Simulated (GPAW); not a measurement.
## H/Rh(111): work function by functional and basis

How far do functional and basis move the work function of H/Rh(111)?

Program: GPAW 26.7.0. Level of theory: GPAW, PAW setups; slab in vacuum, relaxation, in the first sound run; inputs show where later runs differ. Results are calculated unless marked as measured.

### 1. The starting structure

The cell holds 5 atoms: 4 Rh and 1 H. Its edges and angles: a = 2.687 Å, b = 2.687 Å, c = 25.347 Å, α = 90.0°, β = 90.0°, γ = 60.0°. Vacuum lies along c.

### 2. Relaxing the atoms

Forces are removed first; all later runs use this geometry. The lowest 2 atoms are held at bulk positions and keep their forces.

run.py reads:

```python
import json
import numpy as np
from ase import Atoms
from ase.constraints import FixAtoms
from ase.optimize import BFGS
from gpaw import GPAW, PW

slab = Atoms(
    ['Rh', 'Rh', 'Rh', 'Rh', 'H'],
    positions=[
        [0.00000, 0.00000, 9.00000],
        [1.34350, 0.77567, 11.19393],
        [2.68701, 1.55134, 13.38786],
        [0.00000, 0.00000, 15.58179],
        [1.34350, 0.77567, 16.34745]],
    cell=[[2.68701, 0.0, 0.0], [1.3435, 2.32702, 0.0], [0.0, 0.0, 25.34745]],
    pbc=[True, True, False])

slab.calc = GPAW(mode=PW(500), xc='PBE', kpts={'size': (13, 13, 1), 'gamma': True},
                 occupations={'name': 'fermi-dirac', 'width': 0.1}, nbands='160%',
                 convergence={'density': 1e-05}, maxiter=200,
                 poissonsolver={'dipolelayer': 'xy'},
                 symmetry={'tolerance': 1e-3, 'extra_ids': [1, 1, 0, 0, 0]}, txt='slab.txt')
result = {}
slab.set_constraint(FixAtoms([0, 1]))
path = []
opt = BFGS(slab, maxstep=0.2)
opt.attach(lambda: path.append((slab.get_potential_energy(), slab.positions.tolist(), slab.get_forces().tolist())))
result['relaxed'] = bool(opt.run(fmax=0.03, steps=40))
result['path'] = path
energy = slab.get_potential_energy()
fermi = slab.calc.get_fermi_level()
v = slab.calc.get_electrostatic_potential().mean((0, 1)) - fermi
n = slab.calc.get_pseudo_density().mean((0, 1))
L = slab.cell[2, 2]
z = np.arange(len(v)) * L / len(v)
low, high = slab.positions[:, 2].min(), slab.positions[:, 2].max()
below, above = np.interp([low - 6.8, high + 6.8], z, v)
slopes = [np.interp(x, z, np.gradient(v, z)) for x in (low - 6.8, high + 6.8)]
eps = np.array([[slab.calc.get_eigenvalues(k, s) for k in range(len(slab.calc.get_ibz_k_points()))]
                for s in range(slab.calc.get_number_of_spins())]) - fermi
top, bottom = eps[eps < 0].max(), eps[eps > 0].min()
dipole = slab.get_dipole_moment()[2]
print(f'energy {energy:.4f} eV, Fermi level {fermi:.4f} eV, dipole {dipole:.5f} e A')
print(f'potential 6.8 A off the faces, from the Fermi level: lower {below:.4f} eV, upper {above:.4f} eV')
print(f'slope of the potential there: lower {slopes[0]:.5f}, upper {slopes[1]:.5f} eV/A')
print(f'nearest levels on the mesh: {top:.4f} and {bottom:.4f} eV')
print('magnetic moment', round(slab.get_magnetic_moment(), 3))
result.update(energy=energy, fermi=fermi, dipole=dipole, below=below, above=above, slopes=slopes, edges=[top, bottom],
              z=z.tolist(), v=v.tolist(), n=n.tolist(), positions=slab.positions.tolist(),
              forces=slab.get_forces(apply_constraint=False).tolist(), moments=slab.get_magnetic_moments().tolist())
json.dump(result, open('result.json', 'w'))
```

Started as:

```bash
$ OMP_NUM_THREADS=1 OPENBLAS_NUM_THREADS=1 python run.py
```

The program printed:

```text
Step          Energy          fmax
BFGS:    0      -31.458846        1.211368
BFGS:    1      -31.486956        1.089125
BFGS:    2      -31.577557        0.430938
BFGS:    3      -31.580522        0.333723
BFGS:    4      -31.588071        0.288396
BFGS:    5      -31.598630        0.329014
BFGS:    6      -31.609482        0.253771
BFGS:    7      -31.615659        0.262818
BFGS:    8      -31.618188        0.213130
BFGS:    9      -31.619659        0.120825
BFGS:   10      -31.620261        0.032603
BFGS:   11      -31.620368        0.012256
energy -31.5096 eV, Fermi level 0.8670 eV, dipole -0.00003 e A
potential 6.8 A off the faces, from the Fermi level: lower 5.1464 eV, upper 5.1373 eV
slope of the potential there: lower 0.00006, upper -0.00004 eV/A
nearest levels on the mesh: -0.0024 and 0.0401 eV
magnetic moment 0.0
```

Elapsed: 25 min, on 1 thread of Arm Neoverse V2, shared host; peak memory 0.26 GiB.

The steps of the relaxation:

```
step  energy less that of the first step (eV)  largest force (eV/Å)
   1                                   0.0000                1.2114
   2                                  -0.0286                1.0891
   3                                  -0.1234                0.4309
   4                                  -0.1260                0.3337
   5                                  -0.1329                0.2884
   6                                  -0.1428                0.3290
   7                                  -0.1531                0.2538
   8                                  -0.1589                0.2628
   9                                  -0.1611                0.2131
  10                                  -0.1621                0.1208
  11                                  -0.1623                0.0326
  12                                  -0.1622                0.0123
```

The atoms that moved most (Å):

```
atom     dx     dy     dz  length
  H5  0.000  0.000  0.306   0.306
 Rh4  0.000  0.000  0.079   0.079
 Rh3  0.000  0.000  0.011   0.011
```

The relaxed structure:

```
Rh H
1.0
     2.68701    0.00000    0.00000
     1.34350    2.32702    0.00000
     0.00000    0.00000   25.34745
Rh H
4 1
Direct
  0.00000 0.00000 0.35507
  0.33333 0.33333 0.44162
  0.66667 0.66667 0.52861
  0.00000 0.00000 0.61786
  0.33333 0.33333 0.65702
```

Numbers from this step:

| Quantity | Value |
| --- | --- |
| dipole along the normal | -3.50e-5 e·Å |
| levels nearest the Fermi level on the mesh | -0.002398, 0.04013 eV from the Fermi level |
| upper work function | 5.137 eV |
| lower work function | 5.146 eV |

The electrostatic potential energy of an electron (without an applied field's), less the Fermi level, planar mean oscillates, so the rows of the table below give means over windows of 1 Å about each position, cut where the curve ends. Its maxima inside the range that stand out by 2 % of the span (Å: eV): 10.0: -0.664, 12.3: -0.721, 14.6: -0.0992. Its minima: 9.0: -25.8, 11.2: -26.2, 13.4: -26.1, 15.7: -26.3.

Table of electrostatic potential energy of an electron (without an applied field's), less the Fermi level, planar mean by z; means over each step:

```
z (Å)  electrostatic potential energy of an electron (without an applied field's), less the Fermi level, planar mean (eV)
    0                                                                                                                5.14
    1                                                                                                                5.15
    2                                                                                                                5.15
    3                                                                                                                5.15
    4                                                                                                                5.15
    5                                                                                                                5.14
    6                                                                                                                5.12
    7                                                                                                                4.74
    8                                                                                                              -0.838
    9                                                                                                               -20.1
   10                                                                                                               -3.51
   11                                                                                                               -19.2
   12                                                                                                               -6.03
   13                                                                                                               -15.3
   14                                                                                                               -10.2
   15                                                                                                               -8.63
   16                                                                                                               -17.2
   17                                                                                                               0.874
   18                                                                                                                4.90
   19                                                                                                                5.13
   20                                                                                                                5.14
   21                                                                                                                5.14
   22                                                                                                                5.14
   23                                                                                                                5.14
   24                                                                                                                5.14
   25                                                                                                                5.14
```

Table of pseudo valence density, planar mean by z:

z (Å), pseudo valence density, planar mean (e/Å³) and a bar:
```
      5.5       0.00 
      6.0       0.00 
      6.5       0.00 
      7.0       0.01 
      7.5       0.05 #
      8.0       0.20 ##
      8.5       0.89 ##########
      9.0       2.57 ##############################
      9.5       0.92 ###########
     10.0       0.34 ####
     10.5       0.51 ######
     11.0       2.09 ########################
     11.5       1.63 ###################
     12.0       0.42 #####
     12.5       0.37 ####
     13.0       1.23 ##############
     13.5       2.42 ############################
     14.0       0.67 ########
     14.5       0.30 ###
     15.0       0.56 #######
     15.5       2.19 ##########################
     16.0       1.52 ##################
     16.5       0.47 ######
     17.0       0.17 ##
     17.5       0.04 
     18.0       0.01 
     18.5       0.00 
     19.0       0.00 
     19.5       0.00
```

The relaxation lowered the energy of the cell by 0.162 eV (energies extrapolated to zero smearing; the optimiser's log prints free energies). The largest force left on a free atom is 0.012 eV/Å.

### 3. Plane waves, PBE

With the geometry fixed, the planar mean of the potential gives the vacuum level on each side.

This step: GPAW, PAW setups; slab in vacuum (GPAW 26.7.0).

Changes to run.py since step 2:

```diff
@@ -3,4 +3,2 @@
 from ase import Atoms
-from ase.constraints import FixAtoms
-from ase.optimize import BFGS
 from gpaw import GPAW, PW
@@ -12,5 +10,5 @@
         [1.34350, 0.77567, 11.19393],
-        [2.68701, 1.55134, 13.38786],
-        [0.00000, 0.00000, 15.58179],
-        [1.34350, 0.77567, 16.34745]],
+        [2.68701, 1.55134, 13.39897],
+        [-0.00000, -0.00000, 15.66122],
+        [1.34350, 0.77567, 16.65386]],
     cell=[[2.68701, 0.0, 0.0], [1.3435, 2.32702, 0.0], [0.0, 0.0, 25.34745]],
@@ -22,10 +20,4 @@
                  poissonsolver={'dipolelayer': 'xy'},
-                 symmetry={'tolerance': 1e-3, 'extra_ids': [1, 1, 0, 0, 0]}, txt='slab.txt')
+                 symmetry={'tolerance': 1e-3}, txt='slab.txt')
 result = {}
-slab.set_constraint(FixAtoms([0, 1]))
-path = []
-opt = BFGS(slab, maxstep=0.2)
-opt.attach(lambda: path.append((slab.get_potential_energy(), slab.positions.tolist(), slab.get_forces().tolist())))
-result['relaxed'] = bool(opt.run(fmax=0.03, steps=40))
-result['path'] = path
 energy = slab.get_potential_energy()
```

The program printed:

```text
energy -31.5096 eV, Fermi level 0.8668 eV, dipole 0.00003 e A
potential 6.8 A off the faces, from the Fermi level: lower 5.1468 eV, upper 5.1376 eV
slope of the potential there: lower 0.00003, upper -0.00001 eV/A
nearest levels on the mesh: -0.0024 and 0.0401 eV
magnetic moment 0.0
```

It took 3.5 min on 1 thread; peak memory 0.25 GiB.

Numbers from this step:

```
dipole along the normal                    : 3.10e-5 e·Å
levels nearest the Fermi level on the mesh : -0.002383, 0.04015 eV from the Fermi level
upper work function                        : 5.138 eV
lower work function                        : 5.147 eV
```

The electrostatic potential energy of an electron (without an applied field's), less the Fermi level, planar mean oscillates, so the rows of the table below give means over windows of 1 Å about each position, cut where the curve ends. Its maxima inside the range that stand out by 2 % of the span (Å: eV): 10.0: -0.664, 12.3: -0.721, 14.6: -0.0992. Its minima: 9.0: -25.8, 11.2: -26.2, 13.4: -26.1, 15.7: -26.3.

The electrostatic potential energy of an electron (without an applied field's), less the Fermi level, planar mean by z; means over each step:

z (Å), electrostatic potential energy of an electron (without an applied field's), less the Fermi level, planar mean (eV) and a bar from the least value:
```
        0        5.1 ##############################
        1        5.1 ##############################
        2        5.1 ##############################
        3        5.1 ##############################
        4        5.1 ##############################
        5        5.1 ##############################
        6        5.1 ##############################
        7        4.7 ##############################
        8       -0.8 #######################
        9      -20.1 
       10       -3.5 ####################
       11      -19.2 #
       12       -6.0 #################
       13      -15.3 ######
       14      -10.2 ############
       15       -8.6 ##############
       16      -17.2 ####
       17        0.9 #########################
       18        4.9 ##############################
       19        5.1 ##############################
       20        5.1 ##############################
       21        5.1 ##############################
       22        5.1 ##############################
       23        5.1 ##############################
       24        5.1 ##############################
       25        5.1 ##############################
```

The pseudo valence density, planar mean oscillates, so the rows of the table below give means over windows of 2.25 Å about each position, cut where the curve ends. Its maxima inside the range that stand out by 2 % of the span (Å: e/Å³): 9.0: 2.59, 11.3: 2.53, 13.3: 2.54, 15.6: 2.51. Its minima: 10.1: 0.325, 12.2: 0.326, 14.5: 0.296.

Pseudo valence density, planar mean against z; means over each step:

z (Å), pseudo valence density, planar mean (e/Å³) and a bar:
```
     3.38       0.00 
     5.62       0.00 
     7.88       0.53 ##############
    10.12       1.13 ##############################
    12.38       1.11 ##############################
    14.62       1.05 ############################
    16.88       0.51 #############
    19.12       0.00 
    21.38       0.00
```

Force by atom:

```
atom  x (eV/Å)  y (eV/Å)  z (eV/Å)    size
 Rh1    0.0000    0.0000    0.0556  0.0556
 Rh2    0.0000    0.0000   -0.0612  0.0612
 Rh3    0.0000    0.0000    0.0019  0.0019
 Rh4    0.0000    0.0000    0.0125  0.0125
  H5    0.0000    0.0000   -0.0090  0.0090
```

The potential is flat to 3.4e-5 eV/Å where it is read, so the vacuum is wide enough.

(Continued in part 2 of 3.)

[Logs are printed without paths, hosts, clocks, repeated set-up lines and the standing remarks that a program may print on its own settings, such as how far it seeks lower states.]

[Hosts, paths, dates, database ids (printed as entryN), source tags and the programs' standing remarks are cut or masked in the printed files.]
